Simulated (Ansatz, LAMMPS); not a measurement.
# A frame of liquid mixture of acetonitrile and H2O from 300 K (204 atoms): geometry optimisation

Wanted: the relaxed structure of a frame of liquid mixture of acetonitrile and H2O from 300 K (204 atoms) and its electronic structure.

Main program and level: Ansatz 0.2.0; Kohn-Sham DFT, r2SCAN+D3(BJ), PAW (set soft_2), plane waves.

### Step 1. Set-up

The cell holds 204 atoms: 58 C, 29 N, 107 H and 10 O. Cell: a = 14.395 Å, b = 14.395 Å, c = 14.395 Å, α = 90.0°, β = 90.0°, γ = 90.0°. 29 acetonitrile, 10 H2O placed at random, at 0.763 g/cm³; overlaps pushed apart, then 10 ps at 450 K with MMFF94 bonds, angles, torsions, charges and radii (Halgren, J. Comput. Chem. 17, 490 (1996)) in harmonic and 12-6 forms; SPC/E water (Berendsen, Grigera and Straatsma, J. Phys. Chem. 91, 6269 (1987)). Snapshot after 20 ps at 300 K and fixed volume.

What the set-up can't give: The network of contacts between molecules at the start is that of the classical potential that made the cell. The density was typed from a rule of thumb and may lie off the real one at this temperature. Only the Γ point is sampled, in a cell whose shortest periodic width is 14 Å.

### Step 2. Single point at the start

The forces at the start show how far the geometry lies from a minimum of this functional.

input.yaml reads:

```yaml
crystal:
  lattice:
    - [14.39531, 0.0, 0.0]
    - [0.0, 14.39531, 0.0]
    - [0.0, 0.0, 14.39531]
  atoms:
    - { symbol: C, position: [0.77804, 0.00555, 0.74371] }
    - { symbol: C, position: [0.73705, 0.92998, 0.69246] }
    - { symbol: "N", position: [0.71374, 0.86371, 0.6505] }
    - { symbol: H, position: [0.85346, 0.99642, 0.76143] }
    [... 194 atom lines left out ...]
    - { symbol: O, position: [0.49824, 0.95894, 0.13074] }
    - { symbol: H, position: [0.47609, 0.97319, 0.06646] }
    - { symbol: H, position: [0.47434, 0.00714, 0.17468] }
    - { symbol: O, position: [0.04588, 0.42938, 0.55029] }
    - { symbol: H, position: [0.03888, 0.49735, 0.56281] }
    - { symbol: H, position: [0.09636, 0.41952, 0.5036] }
kpoints:
  mp_grid: { grid: [1, 1, 1] }
hamiltonian:
  xc: r2scan
  dispersion: d3bj
scf:
  occupations: { method: fixed }
output:
  forces: true
  stress: true
  populations: true
  dos:
    method: { smearing: { sigma: 0.15 } }
    de: 0.1
    projected: { site_lists: { C: [C], H: [H], "N": ["N"], O: [O] } }
  eigenvalues: true
```

On the command line:

```bash
$ ansatz run input.yaml --threads 4 --pin off --max-ram 8192MiB --backend cpu --events-out ev --progress --plain --runs-dir out
```

Run time: 1.9 min. Hardware: 4 threads of Intel Xeon Platinum 8488C (Sapphire Rapids), shared host; peak memory 7.8 GiB.

The program notes that it cut back its work space to fit the memory limit. Further notices: dispersion damping borrowed.

The run gave:

- free energy: -33144.8455 eV
- free energy per atom: -162.4747 eV/atom
- SCF cycles: 12
- pressure: -2.376 GPa
- r.m.s. force component: 0.9889 eV/Å
- longest force: 5.006 eV/Å
- Fermi energy: -2.859 eV
- gap (highest filled to lowest empty level): 5.07 eV
- spilling of the projection: 0.01569

The r.m.s. force component of 0.99 eV/Å and the pressure of -2.4 GPa set the starting point.

Neighbours are counted within 1.34 Å (H-C), 1.21 Å (H-O), 1.85 Å (C-C), 1.62 Å (C-N).

Length of the force by element and coordination:

| element | coordination | atoms | mean length of the force (eV/Å) | spread | least | most |
| --- | --- | --- | --- | --- | --- | --- |
| C | all | 58 | 1.90 | 0.755 | 0.542 | 3.64 |
| C | 2 | 29 | 2.08 | 0.768 | 0.777 | 3.64 |
| C | 4 | 29 | 1.72 | 0.697 | 0.542 | 3.34 |
| H | all | 107 | 1.11 | 0.517 | 0.145 | 2.63 |
| N | all | 29 | 2.16 | 1.30 | 0.140 | 5.01 |
| O | all | 10 | 0.938 | 0.334 | 0.164 | 1.42 |

### Step 3. Relaxation

The atoms are relaxed in the fixed cell, aiming at the force tolerance of the input.

input.yaml, the sections that differ from step 2:

```yaml
output:
  forces: true
relax:
  f_tol: 0.05
  max_steps: 200
# crystal, kpoints, hamiltonian, scf: as in step 2
```

Elapsed: 43 min, on 4 threads; peak memory 7.4 GiB.

The run stopped at its limit before the end that the input asks for; the steps made so far are sound.

Step by step (22 of 48):

| step | energy less that of the first step (eV) | largest force component (eV/Å) |
| --- | --- | --- |
| 1 | 0.0000 | 3.9506 |
| 3 | -6.9516 | 2.3303 |
| 5 | -7.8282 | 1.2842 |
| 8 | -8.4550 | 2.3403 |
| 10 | -8.9862 | 0.0739 |
| 12 | -9.0866 | 1.1846 |
| 14 | -9.1918 | 0.5459 |
| 17 | -9.3052 | 0.7557 |
| 19 | -9.4106 | 0.1404 |
| 21 | -9.4721 | 0.5263 |
| 23 | -9.5144 | 0.5497 |
| 26 | -9.5639 | 0.3138 |
| 28 | -9.5873 | 0.4169 |
| 30 | -9.6084 | 0.3768 |
| 32 | -9.6321 | 0.3050 |
| 35 | -9.6722 | 0.4562 |
| 37 | -9.7148 | 0.6549 |
| 39 | -9.7613 | 0.5292 |
| 41 | -9.8387 | 0.1925 |
| 44 | -9.8747 | 0.3327 |
| 46 | -9.8999 | 0.3411 |
| 48 | -9.9149 | 0.2643 |

Relaxation step 13 was tried and not accepted.

The atoms that moved most (Å):

| atom | dx | dy | dz | length |
| --- | --- | --- | --- | --- |
| N75 | -1.179 | 2.335 | -0.264 | 2.630 |
| H12 | 2.344 | -0.470 | 0.469 | 2.436 |
| H102 | 1.747 | -0.928 | -1.052 | 2.241 |
| N111 | -2.217 | 0.110 | 0.146 | 2.224 |
| H30 | -1.837 | 0.572 | 0.845 | 2.102 |
| H10 | 1.308 | -1.068 | -1.118 | 2.026 |
| H89 | -1.708 | -1.017 | 0.055 | 1.988 |
| N27 | -0.408 | -0.375 | 1.636 | 1.727 |

The relaxation changed the energy by -48.6 meV/atom, and atoms moved by 1.1 Å r.m.s., 2.6 Å at most.

### Step 4. Structure statistics after relaxation

Bonds before and after, by the cutoffs listed below:

| pair | bonds before | bonds after | mean before (Å) | mean after (Å) | spread before (Å) | spread after (Å) |
| --- | --- | --- | --- | --- | --- | --- |
| H-C | 87 | 87 | 1.096 | 1.091 | 0.030 | 0.002 |
| H-O | 20 | 20 | 1.000 | 0.972 | 0.000 | 0.005 |
| C-C | 29 | 29 | 1.464 | 1.444 | 0.026 | 0.001 |
| C-N | 29 | 29 | 1.168 | 1.154 | 0.018 | 0.001 |

Density 0.763 g/cm³, 14.62 Å³ an atom.

g(r), total and by pair (bins of 0.2 Å):

| r (Å) | total | H-H | H-C | H-N | H-O | C-C | C-N |
| --- | --- | --- | --- | --- | --- | --- | --- |
| 0.90 | 1.20 | 0.00 | 0.00 | 0.00 | 23.35 | 0.00 | 0.00 |
| 1.10 | 5.50 | 0.00 | 14.40 | 0.00 | 0.00 | 0.00 | 14.80 |
| 1.30 | 0.00 | 0.00 | 0.00 | 0.00 | 0.00 | 0.00 | 0.00 |
| 1.50 | 1.06 | 0.88 | 0.00 | 0.00 | 0.00 | 10.10 | 0.00 |
| 1.70 | 1.61 | 5.65 | 0.00 | 0.00 | 1.05 | 0.00 | 0.00 |
| 1.90 | 0.21 | 0.06 | 0.00 | 1.19 | 0.33 | 0.00 | 0.00 |
| 2.10 | 1.20 | 0.00 | 3.86 | 0.35 | 0.00 | 0.00 | 0.00 |
| 2.30 | 0.20 | 0.42 | 0.00 | 0.00 | 1.66 | 0.00 | 0.00 |
| 2.50 | 0.49 | 0.43 | 0.00 | 0.83 | 1.25 | 0.00 | 2.34 |
| 2.70 | 0.57 | 0.77 | 0.02 | 1.42 | 1.20 | 0.00 | 0.71 |
| 2.90 | 0.61 | 1.01 | 0.27 | 0.77 | 0.91 | 0.00 | 0.00 |
| 3.10 | 1.20 | 0.61 | 0.75 | 4.77 | 1.50 | 0.00 | 0.00 |
| 3.30 | 0.91 | 0.72 | 1.15 | 1.27 | 1.34 | 0.19 | 0.38 |
| 3.50 | 0.98 | 0.61 | 1.04 | 0.91 | 0.90 | 0.46 | 2.62 |
| 3.70 | 1.27 | 1.01 | 1.34 | 0.67 | 1.21 | 1.17 | 3.00 |
| 3.90 | 1.04 | 0.82 | 0.97 | 0.83 | 1.31 | 1.54 | 1.31 |
| 4.10 | 1.23 | 1.27 | 1.15 | 1.21 | 1.06 | 1.38 | 1.10 |
| 4.30 | 1.15 | 1.23 | 1.09 | 1.22 | 1.08 | 1.61 | 0.76 |
| 4.50 | 1.08 | 1.19 | 1.16 | 1.08 | 0.55 | 1.04 | 0.81 |
| 4.70 | 1.21 | 1.14 | 1.38 | 0.95 | 0.81 | 1.54 | 0.86 |
| 4.90 | 0.95 | 0.95 | 1.18 | 0.62 | 0.69 | 1.11 | 0.64 |
| 5.10 | 0.99 | 1.10 | 1.07 | 0.56 | 1.06 | 1.41 | 0.84 |
| 5.30 | 0.91 | 1.06 | 0.85 | 0.84 | 0.59 | 1.14 | 0.65 |
| 5.50 | 0.96 | 0.99 | 1.04 | 0.86 | 0.74 | 0.96 | 0.96 |
| 5.70 | 0.97 | 1.09 | 0.94 | 1.07 | 0.75 | 0.89 | 0.82 |
| 5.90 | 0.90 | 0.96 | 0.90 | 0.80 | 1.18 | 0.71 | 0.81 |
| 6.10 | 0.98 | 0.99 | 0.97 | 0.89 | 1.10 | 1.14 | 0.90 |
| 6.30 | 0.89 | 0.91 | 0.91 | 0.80 | 0.95 | 0.84 | 1.04 |

Bonds by pair of elements; cutoffs follow the first minimum of g(r), held within bounds set by covalent radii, and pairs that aren't listed don't count as bonded:

| pair A-B | cutoff (Å) | bonds | mean length (Å) | spread (Å) | shortest (Å) | B about A | A about B |
| --- | --- | --- | --- | --- | --- | --- | --- |
| H-C | 1.34 | 87 | 1.09 | 0.002 | 1.09 | 0.813 | 1.5 |
| H-O | 1.21 | 20 | 0.972 | 0.005 | 0.967 | 0.187 | 2 |
| C-C | 1.82 | 29 | 1.44 | 0.001 | 1.44 | 1 | 1 |
| C-N | 1.62 | 29 | 1.15 | 0.001 | 1.15 | 0.5 | 1 |

How many atoms have how many bonded neighbours:

| element | mean | 1 | 2 | 4 |
| --- | --- | --- | --- | --- |
| C | 3 | 0 | 29 | 29 |
| H | 1 | 107 | 0 | 0 |
| N | 1 | 29 | 0 | 0 |
| O | 2 | 0 | 10 | 0 |

Bond angles, per cent of each kind in bins of 5°:

| angle (°) | H-C-H | C-C-H | C-C-N | H-O-H |
| --- | --- | --- | --- | --- |
| 100–105 | 0.0 | 0.0 | 0.0 | 60.0 |
| 105–110 | 90.8 | 72.4 | 0.0 | 40.0 |
| 110–115 | 9.2 | 27.6 | 0.0 | 0.0 |
| 115–120 | 0.0 | 0.0 | 0.0 | 0.0 |
| 120–125 | 0.0 | 0.0 | 0.0 | 0.0 |
| 125–130 | 0.0 | 0.0 | 0.0 | 0.0 |
| 130–135 | 0.0 | 0.0 | 0.0 | 0.0 |
| 135–140 | 0.0 | 0.0 | 0.0 | 0.0 |
| 140–145 | 0.0 | 0.0 | 0.0 | 0.0 |
| 145–150 | 0.0 | 0.0 | 0.0 | 0.0 |
| 150–155 | 0.0 | 0.0 | 0.0 | 0.0 |
| 155–160 | 0.0 | 0.0 | 0.0 | 0.0 |
| 160–165 | 0.0 | 0.0 | 0.0 | 0.0 |
| 165–170 | 0.0 | 0.0 | 0.0 | 0.0 |
| 170–175 | 0.0 | 0.0 | 0.0 | 0.0 |
| 175–180 | 0.0 | 0.0 | 100.0 | 0.0 |

Bond angles (no mean is given where the spread exceeds 20°):

| angle | count | mean (°) | spread (°) |
| --- | --- | --- | --- |
| H-C-H | 87 | 109 | 0.6 |
| C-C-H | 87 | 110 | 0.5 |
| C-C-N | 29 | 179 | 0.3 |
| H-O-H | 10 | 104 | 1.3 |

Bond length by coordination (bonds to H left out):

| element | coordination | atoms | mean bond length (Å) |
| --- | --- | --- | --- |
| C | 2 | 29 | 1.30 |
| C | 4 | 29 | 1.44 |

Counting bonds as in the table, 50 % of C atoms have 2 and as many 4, all H atoms have 1, all N atoms have 1 and all O atoms have 2 bonded neighbours. The H-C-H angle averages 109° with a spread of 0.6°.

### Step 5. Results

```json
{
  "energy change in the relaxation": "-48.6 meV/atom",
  "r.m.s. displacement": "1.095 Å",
  "largest displacement": "2.63 Å",
  "wall time of the 2 DFT runs": "45 min"
}
```

What this shows: Relaxation lowers the energy by 48.6 meV/atom and moves atoms by 1.1 Å r.m.s. By the final cutoffs no bond was broken or made. The relaxation stopped at its limit, so this isn't yet a minimum. From the first step to the last the energy fell by 9.915 eV, and the largest move was 2.63 Å (N75). The relaxation was not finished: the largest force component stood at 0.26 eV/Å. The H-O bonds change most in mean length: from 1.000 Å (spread 0.000) to 0.972 Å (spread 0.005). Counting bonds as in the table, 50 % of C atoms have 2 and as many 4, all H atoms have 1, all N atoms have 1 and all O atoms have 2 bonded neighbours.

What to keep in mind: The force components of 0.99 eV/Å r.m.s. come partly from thermal motion and partly from the difference between the classical potential and DFT, above all in bond lengths inside molecules. The network of contacts between molecules at the start is that of the classical potential that made the cell; in DFT atoms moved by 1.1 Å r.m.s. The pressure of -2.4 GPa is that of one thermal frame at a volume set beforehand, without the kinetic term and with the strain of bonds inside molecules.

[Logs are printed without paths, hosts, clocks, repeated set-up lines and the standing remarks that a program may print on its own settings, such as how far it seeks lower states.]

[Hosts, paths, dates, database ids (printed as entryN), source tags and the programs' standing remarks are cut or masked in the printed files.]

[The MMFF94 radii named for the starting cell were scaled by 0.96; in molecules described by MMFF94, hydrogen bound to N, O or S took a small fixed 12-6 site in their place.]
